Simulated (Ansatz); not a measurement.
# GeBr2 (model cell, started as CdI2 type): phonons and vibrational spectra, part 2 of 3

How does GeBr2 (model cell, started as CdI2 type) vibrate, and is this structure a minimum?

Ansatz 0.2.0; DFT PBEsol, scalar-relativistic, plane waves, PAW.

So far. Step 4 (Relaxing to small forces for the phonons): The largest force component left is 0.63 meV/Å and the pressure is 0.003 GPa, within the tolerances set. The cell now holds 29.68 Å³/atom. The relaxed cell has a = 3.974, c = 6.511 Å (conventional setting).

The structure was built from a prototype and need not be the compound's stable phase.

### Step 5. Modes at Γ

The zone centre comes first: it holds the modes that light can see, as far as symmetry allows. The response to a homogeneous field gives the Born charges and the dielectric tensor, and its change with displacement the Raman tensors.

File input.yaml:

```yaml
crystal:
  lattice:
    - [3.9736631182, 0.0, 0.0]
    - [-1.9868315591, 3.4412932065, 0.0]
    - [0.0, 0.0, 6.5109458601]
  atoms:
    - { symbol: Ge, position: [0.0, 0.0, 0.0] }
    - { symbol: Br, position: [0.3333333333, 0.6666666667, 0.2456994198] }
    - { symbol: Br, position: [0.6666666667, 0.3333333333, 0.7543005802] }
kpoints:
  mp_grid: { grid: [9, 9, 4] }
hamiltonian:
  xc: pbesol
scf:
  occupations: { method: fixed }
output:
  eigenvalues: true
phonons:
  method: dfpt
  dielectric: true
  rigid_motions: translations
  raman: true
```

Launch:

```bash
> ansatz run input.yaml --threads 4 --pin off --max-ram 7168MiB --backend cpu --events-out ev --progress --plain --runs-dir out
```

Numbers of over 12 decimals in the logs are rounded to 6 here.

What it wrote:

```text
[...]
Crystal: 3 atoms, lattice volume = 89.034 Å³
Basis set: ecut = 420 eV, 1761 PW (Γ), exchange–correlation on 54×54×90 points (8 copies of the dense FFT grid, shifted against one another)
Bands: 18, of which v1, the nominal top of the filled ones, is band 14 counted from 1 (13 counted from 0)
Symmetry: 12 space group operations
k-points: 95 of 324 (irreducible under 2 space group operations, time reversal used)
[...]
SCF iter   1: F=—  HF=-9728.123705 eV  |F-HF|=—  |Δ(HF+E_count)|=         —  Δρ=1.34e-3  dr2=1.47e-3  ethr=1.77e-3  ⟨swp⟩=5.1  Hψ=7790  notcnv=0  defer=163
[...]
SCF iter   9: F=-9728.122105 eV  HF=-9728.122105 eV  |F-HF|=5.28e-11  |Δ(HF+E_count)|=  4.51e-10  Δρ=1.62e-7  dr2=9.94e-11  ethr=1.00e-12  ⟨swp⟩=9.1  Hψ=11258  notcnv=0
SCF 1 converged in 9 iterations: F = -9728.122105 eV  dr2 = 9.94e-11
[...]
NSCF: frozen V_eff on 4 k-points
DFPT response loops at Γ: preconditioner auto → Resta (q_TF=auto, 2.250 Å⁻¹)  ε∞=5.4 (no band partly filled); β = 1.00, the filter's whole step (`scf.mixing.beta` (0.50) is not read by the response loops at its default; to damp them type it under 1.00, their step now; it binds the ground state too); Broyden in place of MSR1
── the response to a field inside a basis, on 12×12×6 k-points: an SCF that follows is theirs, and a resumed run solves both again ──
Bands: 15, of which v1, the nominal top of the filled ones, is band 14 counted from 1 (13 counted from 0)
k-points: 234
[...]
Eigensolver: Dense (234 Hₖ)
SCF iter   1: F=—  HF=-9728.123366 eV  |F-HF|=—  |Δ(HF+E_count)|=         —  Δρ=7.48e-5  dr2=2.13e-6  ethr=1.00e-1
[...]
SCF iter   6: F=-9728.123367 eV  HF=-9728.123367 eV  |F-HF|=5.46e-11  |Δ(HF+E_count)|=   1.22e-9  Δρ=1.95e-7  dr2=5.23e-11  ethr=3.30e-12
SCF 1 converged in 6 iterations: F = -9728.123367 eV  dr2 = 5.23e-11
[...]
SCF converged after 9 iterations
Free energy (F): -9728.122105 eV
[...]
Internal energy: -9728.122105 eV  (E = F + TS)
E sigma→0 (E₀):  -9728.122105 eV
Fermi energy:    3.428921 eV
[...]
--- Band table (eV; the first three rows and the last of 95) ---
  k-point 0: bands = [... 10 lower, 1.9469, 1.9469, 2.0657, 2.3488, 5.7409, 6.9274, 6.9274, 10.5171]
  k-point 1: bands = [... 10 lower, 1.8407, 1.9968, 1.9968, 2.9952, 5.6267, 6.8751, 6.8751, 10.8852]
  k-point 2: bands = [... 10 lower, 1.8177, 2.0292, 2.0292, 3.3339, 5.5030, 6.8242, 6.8242, 11.1624]
  k-point 94: bands = [... 10 lower, 0.6787, 1.6583, 1.8256, 3.3243, 6.9427, 7.4911, 7.7994, 10.6729]
--- Phonons (Γ-DFPT): 4 representative perturbations + reference, on 95 of 324 k-points (Σ response iterations 12) ---
  k mesh reduced under 2 symmetry operations, with k and −k counted as one. Each operation leaves every solved perturbation unchanged. A smaller set is not considered because the run solves the response to a homogeneous field
  ASR residual: 1.265e-4 → 0.000e0 eV/Å²; symmetrization residual: 8.888e-6 eV/Å²
  ASR residual per site (eV/Å²): 7.37e-5 1.27e-4 1.27e-4
  Γ frequencies (cm⁻¹): 0.00 0.00 0.00 69.14 69.14 105.55 105.55 130.19 198.56
  ε∞ (high-frequency dielectric tensor):
        6.556497    -0.000000     0.000000
       -0.000000     6.556497    -0.000000
        0.000000    -0.000000     4.039195
  ε⁰ (static dielectric tensor: ions relaxed, cell fixed):
       50.062769    -0.000000     0.000000
       -0.000000    50.062769    -0.000000
        0.000000    -0.000000     4.612205
  ε⁰ − ε∞ (ionic part):
       43.506272    -0.000000     0.000000
       -0.000000    43.506272    -0.000000
        0.000000    -0.000000     0.573010
  softest optical mode at Γ: 69.14 cm⁻¹; the repairs (sum rule, projections) moved no ω² at Γ by more than (0.85 cm⁻¹)²
  Born effective charges Z* (e; rows j = field, columns β = displacement):
    site 0:
         4.33468   -0.00000    0.00000
        -0.00000    4.33468    0.00000
         0.00000   -0.00000    1.42874
    site 1:
        -2.16734    0.00000   -0.00000
         0.00000   -2.16734   -0.00000
        -0.00000    0.00000   -0.71437
    site 2:
        -2.16734    0.00000   -0.00000
         0.00000   -2.16734   -0.00000
        -0.00000    0.00000   -0.71437
  Z* charge neutrality: 5.720e-3 e pre-enforcement
  solved inside a basis spanned on kpoints, on 12×12×6 k-points transformed towards the longest dipole: ε∞ is read to err by 2.5e-2, Z* by 2.7e-2 e (field_mesh: kpoints solves on kpoints); Z* is corrected for what the basis lacks
  Raman tensors (in the event stream and the table raman_tensors.tsv): an entry may err by 6.1e-2 Å², one of the second-order susceptibility by 1.1e-19 pm/V (basis, points and sum rule); their sum over the sites missed zero by 8.882e-16 Å² ahead of its enforcement
  optical modes at Γ without the LO–TO term, one row a degenerate level:
      ω (cm⁻¹)  modes    IR ((D/Å)²/amu)  static Raman (Å⁴/amu)  depolarisation
         69.14      2            17.3619                 0.0000               —
        105.55      2             0.0000                10.8920           0.750
        130.19      1             0.0000                94.1942           0.240
        198.56      1             0.9431                 0.0000               —
  optical modes at Γ + LO–TO along q̂ = [1.0000, 0.0000, 0.0000]:
      ω (cm⁻¹)  modes    IR ((D/Å)²/amu)  static Raman (Å⁴/amu)  depolarisation
         69.14      1             8.6810                 0.0000               —
        105.55      2             0.0000                10.8920           0.750
        130.19      1             0.0000                94.1942           0.240
        191.04      1             8.6810                 0.0000               —
        198.56      1             0.9431                 0.0000               —
  optical modes at Γ + LO–TO along q̂ = [0.0000, 1.0000, 0.0000]:
      ω (cm⁻¹)  modes    IR ((D/Å)²/amu)  static Raman (Å⁴/amu)  depolarisation
         69.14      1             8.6810                 0.0000               —
        105.55      2             0.0000                10.8920           0.750
        130.19      1             0.0000                94.1942           0.240
        191.04      1             8.6810                 0.0000               —
        198.56      1             0.9431                 0.0000               —
  optical modes at Γ + LO–TO along q̂ = [0.0000, 0.0000, 1.0000]:
      ω (cm⁻¹)  modes    IR ((D/Å)²/amu)  static Raman (Å⁴/amu)  depolarisation
         69.14      2            17.3619                 0.0000               —
        105.55      2             0.0000                10.8920           0.750
        130.19      1             0.0000                94.1942           0.240
        212.18      1             0.9431                 0.0000               —
```

The job ended after 13 min (4 threads of Arm Neoverse N1, shared host; peak memory 2.5 GiB).

The column dr2 measures how far the density is from self-consistency, as an energy; F and HF (Harris–Foulkes) agree once it is small.

Numbers from this step:

```
sum-rule residual before enforcement                    : 1.27e-4 eV/Å²
miss of the charge sum rule                             : 0.005720 e
estimated error of the dielectric tensor                : 0.02547
estimated error of the Born charges                     : 0.02725 e
point group                                             : -3m
highest optical mode at the zone centre (no LO-TO term) : 198.6 cm⁻¹
lowest optical zone-centre mode                         : 69.14 cm⁻¹
mean high-frequency dielectric constant                 : 5.717
largest Born charge (third of the trace)                : 3.366 e
mean static dielectric constant                         : 34.91
top of the zone-centre spectrum with the field          : 212.2 cm⁻¹
```

Without the LO-TO term. Patterns of degenerate modes are one choice out of their space. The modes at Γ (shares of kinetic energy by element, %):

| mode | frequency (cm⁻¹) | symmetry | Ge % | Br % |
| --- | --- | --- | --- | --- |
| 1 | 0.0 | acoustic | 31 | 69 |
| 2 | 0.0 | acoustic | 31 | 69 |
| 3 | 0.0 | acoustic | 31 | 69 |
| 4 | 69.1 | Eu | 69 | 31 |
| 5 | 69.1 | Eu | 69 | 31 |
| 6 | 105.5 | Eg | 0 | 100 |
| 7 | 105.5 | Eg | 0 | 100 |
| 8 | 130.2 | A1g | 0 | 100 |
| 9 | 198.6 | A2u | 69 | 31 |

Displacements in mode 4 (69.1 cm⁻¹), the largest set to 1:
```
Ge1  0.00  1.00  0.00
Br2  0.00 -0.45  0.00
Br3  0.00 -0.45  0.00
```

Displacements in mode 9 (198.6 cm⁻¹), the largest set to 1:
```
Ge1  0.00  0.00  1.00
Br2  0.00  0.00 -0.45
Br3  0.00  0.00 -0.45
```

Optical modes at the zone centre, without and with the macroscopic field of the longitudinal modes; each column is sorted by frequency, so a row need not hold one and the same mode. Modes with and without the field, by row:

| rank among optical modes | no field (cm⁻¹) | q along (1, 0, 0) (cm⁻¹) | q along (0, 0, 1) (cm⁻¹) |
| --- | --- | --- | --- |
| 1 | 69.1 | 69.1 | 69.1 |
| 2 | 69.1 | 105.5 | 69.1 |
| 3 | 105.5 | 105.5 | 105.5 |
| 4 | 105.5 | 130.2 | 105.5 |
| 5 | 130.2 | 191 | 130.2 |
| 6 | 198.6 | 198.6 | 212.2 |

Born charge (rows field, columns displacement) (e), principal values of the symmetric part by kind of site:

| atom | atoms with these values | low | middle | high | mean |
| --- | --- | --- | --- | --- | --- |
| Ge1 | 1 | 1.43 | 4.33 | 4.33 | 3.37 |
| Br2 | 2 | -2.17 | -2.17 | -0.71 | -1.68 |

In full for Br2:

```
-2.17  0.00  0.00
 0.00 -2.17  0.00
 0.00  0.00 -0.71
```

High-frequency dielectric tensor:

```
6.56 0.00 0.00
0.00 6.56 0.00
0.00 0.00 4.04
```

Static dielectric tensor (ions relaxed, fixed cell):

```
50.06  0.00  0.00
 0.00 50.06  0.00
 0.00  0.00  4.61
```

Transverse modes. Infrared lines, with heights relative to the strongest:

| position (cm⁻¹) | label | relative intensity |
| --- | --- | --- |
| 69 | Eu | 100 |
| 106 | Eg | 0.0 |
| 130 | A1g | 0.0 |
| 199 | A2u | 5.4 |

Activity x (w_L - w)^4 (n + 1)/w, 532 nm, 300 K; the tensors are static ones, while 532 nm light lies above the computed direct gap, where resonance would change the heights; modes without the macroscopic field alone. Lines of the Raman spectrum (strongest = 100):

| position (cm⁻¹) | label | relative intensity |
| --- | --- | --- |
| 69 | Eu | 0.0 |
| 106 | Eg | 17 |
| 130 | A1g | 100 |
| 199 | A2u | 0.0 |

Before it was imposed, the acoustic sum rule was missed by 1.3e-4 eV/Å² and the charge sum rule by 0.0057 e. Small misses are needed for a sound result but don't prove that mesh and cutoff are converged. The lowest optical mode is real, 69.1 cm⁻¹.

(Continued in part 3 of 3.)

[Logs are printed without paths, hosts, clocks, repeated set-up lines and the standing remarks that a program may print on its own settings, such as how far it seeks lower states.]

[Hosts, paths, dates, database ids (printed as entryN), source tags and the programs' standing remarks are cut or masked in the printed files.]
